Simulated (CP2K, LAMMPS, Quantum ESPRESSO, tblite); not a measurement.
## Amorphous carbon (150 atoms) in tblite

Aim: run amorphous carbon (150 atoms) in tblite and see how near its forces come to a plane-wave reference, and at what cost.

Calculated with tblite 0.8.0; the method is named at each step.

## (1) Set-up

The cell holds 150 atoms: 150 C. Cell: a = 10.082 Å, b = 10.082 Å, c = 10.082 Å, α = 90.0°, β = 90.0°, γ = 90.0°. 150 atoms (150 C) placed at random at 2.92 g/cm³, melted at 6000 K for 10 ps at fixed volume with the Tersoff potential (Tersoff, Phys. Rev. B 39, 5566 (1989)). Quenched from 6000 K to 300 K at 100 K/ps and fixed volume, held 5 ps, then minimised at fixed cell.

The yardstick, on the same geometry:

- method: Kohn-Sham DFT, PBE, SSSP efficiency 1.3.0 pseudopotentials, plane waves (Quantum ESPRESSO 7.5); sssp-pbe-1.3.0-efficiency, cutoffs 45/360 Ry, Γ point
- r.m.s. force component: 1.342 eV/Å
- longest force: 4.721 eV/Å
- pressure: 2.884 GPa
- time: 2.6 min on 4 MPI ranks of Arm Neoverse V1, shared host
- CPU time: 10 min

## (2) GFN2-xTB

Method: GFN2-xTB tight binding, diagonalisation.

run.py

```python
import numpy as np
from ase.io import read
from tblite.ase import TBLite

atoms = read("structure.xyz")
atoms.calc = TBLite(method="GFN2-xTB", electronic_temperature=580, accuracy=1.0, max_iterations=250, mixer_damping=0.1, verbosity=1)
energy = atoms.get_potential_energy()
forces = atoms.get_forces()
print(f"energy {energy:.6f} eV")
print("forces (eV/A)")
for i, (a, f) in enumerate(zip(atoms, forces)):
    print(f"{i:4d} {a.symbol:2s} {f[0]:10.5f} {f[1]:10.5f} {f[2]:10.5f}")
stress = -atoms.get_stress(voigt=False) * 160.21766
print("stress (GPa, compression positive)")
for row in stress:
    print(" ".join(f"{x:10.4f}" for x in row))
print("charges (e)")
print(np.array2string(atoms.get_charges(), precision=4, suppress_small=True, max_line_width=110, threshold=100000))
```

structure.xyz

```xyz
150
Lattice="10.08240 0.00000 0.00000 0.00000 10.08240 0.00000 0.00000 0.00000 10.08240" Properties=species:S:1:pos:R:3 pbc="T T T"
C 2.08081 4.54474 4.03871
C 2.07667 0.99544 2.21289
C 4.31567 4.36497 10.04479
C 9.59149 1.42878 8.82956
C 0.76404 5.24618 3.40432
C 6.40807 0.86769 9.29355
C 6.20491 5.17721 1.43402
C 6.65882 5.61852 6.22750
C 9.08969 2.69664 9.32985
C 2.60196 2.81682 9.11620
C 8.59807 5.37594 4.71675
C 5.59119 3.62412 5.84769
C 6.05347 0.80044 2.17931
C 3.44203 5.17015 3.72121
C 0.75658 4.88301 8.34964
C 0.62894 4.06180 0.83573
C 9.07577 8.74356 3.98487
C 6.75299 2.19635 9.77680
C 1.23469 5.86080 6.09078
C 0.13571 9.31160 0.67250
C 2.90534 4.04879 6.51212
C 1.20182 4.94693 9.72095
C 3.14026 8.67893 4.55523
C 5.34680 7.51582 6.34526
C 8.53263 1.08940 5.93168
C 9.70421 7.54768 3.33324
C 8.96870 1.05906 3.27093
C 9.51143 7.91216 8.34137
C 0.48476 5.22430 1.84952
C 8.85900 9.52131 0.04507
C 3.25067 6.32076 2.79353
C 4.53668 5.70684 7.76274
C 3.84220 3.60900 8.82422
C 1.50087 7.25983 1.42807
C 7.64972 9.48593 0.84541
C 4.48556 2.68141 2.82912
C 9.77327 3.29271 6.68251
C 0.07743 2.56174 5.45922
C 9.33529 9.76077 2.99619
C 7.60304 8.10746 6.68665
C 8.42304 3.80036 6.76146
C 1.12358 1.44793 5.29497
C 9.99367 9.23921 5.05360
C 1.13417 6.02867 7.48356
C 2.21359 9.71611 7.04508
C 2.87469 0.10738 8.33189
C 9.08344 7.92819 6.95877
C 4.41791 4.20194 2.87681
C 7.67271 1.47415 7.12785
C 6.41745 7.81930 9.44681
C 2.62888 8.63265 3.16003
C 8.74467 7.10194 9.21683
C 0.79711 8.19104 8.64455
C 4.97345 0.34008 9.60651
C 2.09159 4.84016 5.56337
C 1.75494 7.29341 7.99585
[... 90 atom lines left out ...]
C 6.66759 8.41921 0.65979
C 7.89714 1.15917 4.46993
C 7.69529 5.09716 1.60784
C 2.18435 0.05656 9.62738
```

Started as:

```bash
> OMP_NUM_THREADS=1 python run.py > output.txt
```

Output:

```text
------------------------------------------------------------
  cycle        total energy    energy error   density error
------------------------------------------------------------
      1     -318.5962049430  -3.2334890E+02   1.5231509E-01
      2     -318.8336244025  -2.3741946E-01   1.3440768E-01
      3     -318.2366692975   5.9695510E-01   1.2120950E-01
      4     -318.1130590624   1.2361024E-01   8.2708575E-02
      5     -318.3243903204  -2.1133126E-01   5.2852266E-02
      6     -318.8009503709  -4.7656005E-01   3.0444584E-02
      7     -319.0504721680  -2.4952180E-01   1.2728150E-02
      8     -319.0661652756  -1.5693108E-02   8.9732037E-03
      9     -319.0827759541  -1.6610678E-02   5.3784158E-03
     10     -319.0885070266  -5.7310725E-03   3.1501661E-03
     11     -319.0900085780  -1.5015514E-03   2.1175838E-03
     12     -319.0902166542  -2.0807613E-04   1.8093531E-03
     13     -319.0903683182  -1.5166404E-04   1.3476875E-03
     14     -319.0903806783  -1.2360052E-05   9.5363182E-04
     15     -319.0903792633   1.4149130E-06   5.6435281E-04
     16     -319.0904332530  -5.3989702E-05   2.8884658E-04
     17     -319.0904461875  -1.2934448E-05   1.8288535E-04
     18     -319.0904482586  -2.0711283E-06   1.3232557E-04
     19     -319.0904492357  -9.7712154E-07   1.0358256E-04
     20     -319.0904494935  -2.5770902E-07   8.4390896E-05
     21     -319.0904500584  -5.6497674E-07   5.2302180E-05
     22     -319.0904501850  -1.2653692E-07   2.5926093E-05
     23     -319.0904502505  -6.5579343E-08   1.1286945E-05
------------------------------------------------------------
 total:                                  22.960 sec
energy -8682.893418 eV
forces (eV/A)
   0 C    -1.27483   -0.30493    0.69028
   1 C     0.11054   -1.01368    0.42134
   2 C     1.38097   -0.05860    1.10281
   3 C     1.52486   -0.34762   -2.32921
   4 C     0.32704    0.45786   -1.19259
   5 C     0.55123    1.25340    0.16443
   6 C    -1.69925    0.24600   -0.77362
   7 C    -0.24216   -0.19258    0.03895
   8 C     1.63478   -0.71924    0.24930
   9 C     0.08911    0.58159    0.29716
  10 C     1.14914   -0.56323    1.47285
  11 C     0.10898   -0.78564   -0.50080
  12 C    -0.38149    0.40157    1.09986
  13 C     3.25775   -0.00084   -0.23236
  14 C     1.59967    2.56345   -1.71304
  15 C     1.53902    2.17603    0.26981
  16 C    -1.75955   -1.32169   -0.89157
  17 C    -2.50201   -1.42864   -0.10616
  18 C     1.13355   -1.54275   -1.89246
  19 C    -1.89766    1.39374    2.94321
  20 C     0.24476    1.52471    2.68117
  21 C     0.22292   -0.58206   -0.16202
  22 C     0.28599   -1.05558    0.80019
  23 C    -2.18526    1.95299    1.11716
[...]
142 C     0.15882   -0.00108   -3.11102
 143 C    -0.34977    1.31090   -0.52921
 144 C     0.14614   -0.68611   -0.08506
 145 C    -2.05135    2.98626    1.44482
 146 C    -0.40305    0.90825    1.04225
 147 C    -0.39617   -0.20053    1.09196
 148 C     0.07510   -0.19647    0.19570
 149 C     1.77807    0.83760   -1.65550
stress (GPa, compression positive)
   -9.6997     0.2599     2.8812
    0.2599    -9.9455    -4.7513
    2.8812    -4.7513    -9.4817
charges (e)
[ 0.0297 -0.0695 -0.018  -0.0044  0.023  -0.0037  0.0366  0.026  -0.0362 -0.0333 -0.0264 -0.0323 -0.0359
  0.0432 -0.0114  0.0465  0.0552 -0.0141 -0.0034 -0.0308 -0.0176 -0.0142  0.0135 -0.0128 -0.0469 -0.01
  0.0383  0.0213 -0.0406  0.0028 -0.0346 -0.0096  0.0473 -0.035  -0.0133 -0.0195 -0.01    0.0006  0.0012
 -0.0283 -0.0172  0.0253  0.0458 -0.0138  0.0364 -0.0139 -0.0237 -0.0585 -0.0046  0.0012  0.0377 -0.0071
 -0.0282  0.0515  0.001   0.0453  0.0234  0.0464 -0.0493 -0.1195  0.0352 -0.0501  0.0269  0.0144  0.0286
 -0.0479  0.0473 -0.0232 -0.0216 -0.0186 -0.0081 -0.0173  0.0139 -0.0222  0.0247  0.0007  0.032  -0.0227
 -0.0256  0.039   0.0394 -0.018  -0.0154  0.0286 -0.0223 -0.0279 -0.019  -0.0127 -0.0117  0.0262  0.0344
 -0.0253  0.0335 -0.0172 -0.0229 -0.0014 -0.0282  0.0356  0.0135 -0.0007  0.0209 -0.0264  0.0164 -0.01
  0.0526  0.0388  0.0441  0.0397 -0.0148 -0.0176 -0.0132 -0.0087 -0.0171 -0.0382 -0.0277 -0.0125  0.047
 -0.0144 -0.0183 -0.0244  0.0322 -0.0579 -0.0183  0.0033  0.0009  0.0181  0.0258 -0.0353  0.0473  0.044
  0.0558  0.0273 -0.0005 -0.004   0.0639  0.0546  0.0475 -0.0341  0.0296 -0.0712 -0.0245 -0.0146 -0.033
  0.0379  0.0107 -0.0034  0.0029  0.0203  0.0493 -0.0358]
```

The job ended after 24 s (1 thread of Arm Neoverse V1, shared host; peak memory 0.15 GiB).

Banners, paths, timers and routine set-up lines are dropped from the logs unmarked, and long logs keep their key lines alone; longer cuts are marked.

Compared with the plane-wave run:

```yaml
r_m_s_force_component: 1.469 eV/Å
r_m_s_difference_of_force_components: 282.5 meV/Å
longest_difference_of_force_vectors: 1068 meV/Å
force_difference_over_r_m_s_force: 21.06 %
slope_of_forces_against_the_reference_s: 1.077
correlation_of_force_components: 0.9839
pressure: -9.709 GPa
pressure_difference: -12.59 GPa
```

A closer look about C126, which bears the longest force: 14 atoms, nearest first, numbered in the order of the input, with positions taken from that point.

```tsv
atom	x	y	z	distance (Å)	bonds	Mulliken charge (e)	Fx	Fy	Fz (eV/Å)
C126	0.00	0.00	0.00	0.00	3	0.02	0.14	-4.70	-1.96
C13	-1.26	0.17	0.63	1.42	3	-0.04	-0.38	0.40	1.10
C82	1.06	0.82	0.48	1.42	3	-0.02	-1.91	0.22	-1.47
C35	0.33	-1.23	-0.71	1.45	3	-0.01	-1.67	0.75	1.75
C27	1.65	0.43	1.72	2.42	4	0.04	-0.26	1.32	1.23
C30	1.54	-1.19	-1.51	2.46	3	0.00	2.68	1.70	-0.59
C18	-0.56	1.57	-1.86	2.49	3	-0.01	-2.50	-1.43	-0.11
C103	1.27	2.18	0.09	2.52	3	0.02	1.33	1.39	2.01
C144	-1.62	-0.69	1.81	2.52	4	0.04	-0.35	1.31	-0.53
C6	-0.91	0.24	-2.34	2.52	3	0.00	0.55	1.25	0.16
C107	-2.19	1.26	0.11	2.53	4	0.04	0.23	0.56	0.14
C147	-0.65	-2.29	-0.89	2.55	3	0.00	-0.40	0.91	1.04
C39	2.02	-0.95	1.45	2.66	3	0.00	-0.29	1.96	-0.80
C120	-1.35	2.14	-0.81	2.66	3	-0.02	1.00	-1.16	-2.03
```

Atoms are counted from 1 here, from 0 in the log.

Forces lie 21 % from the reference's, at 0.038 times its CPU time (on 1 against 4 cores).

## (3) Summary of results

```yaml
force_difference_from_the_reference: tblite GFN2-xTB, 21 %
its_cpu_time: 24 s
```

What this shows: Tight binding differs by 21 % (tblite GFN2-xTB); it is another model, with fitted parameters of its own, and the xTB methods hold dispersion. One electronic-structure run takes under half the reference's CPU time: tblite GFN2-xTB, at 21 % in 24 s against 10 min; its pressure misses by -12.6 GPa. Periodic xTB results under one method name differ between programs and library versions. The reference's pressure holds the uncorrected Pulay stress of its 45 Ry basis, so small pressure differences, and their order, may be the reference's own error. The quench rate of 100 K/ps is many orders above laboratory rates, so the cell is likely richer in defects and strain than a real sample. The network of bonds at the start is that of the classical potential that made the cell, and needn't be the one that DFT or experiment would give. The reference's pressure of 2.9 GPa belongs to a cell and atoms that aren't relaxed at this level. The electronic-structure runs sample only Γ, in a cell whose shortest periodic width is 10 Å, which is coarse for a cell with partly filled levels.

[Also dropped from logs without a mark: logging warnings of Python, and SIESTA's first energy breakdown and zero terms.]

[Logs are printed without paths, hosts, clocks, repeated set-up lines and the standing remarks that a program may print on its own settings, such as how far it seeks lower states.]

[Hosts, paths, dates, database ids (printed as entryN), source tags and the programs' standing remarks are cut or masked in the printed files.]
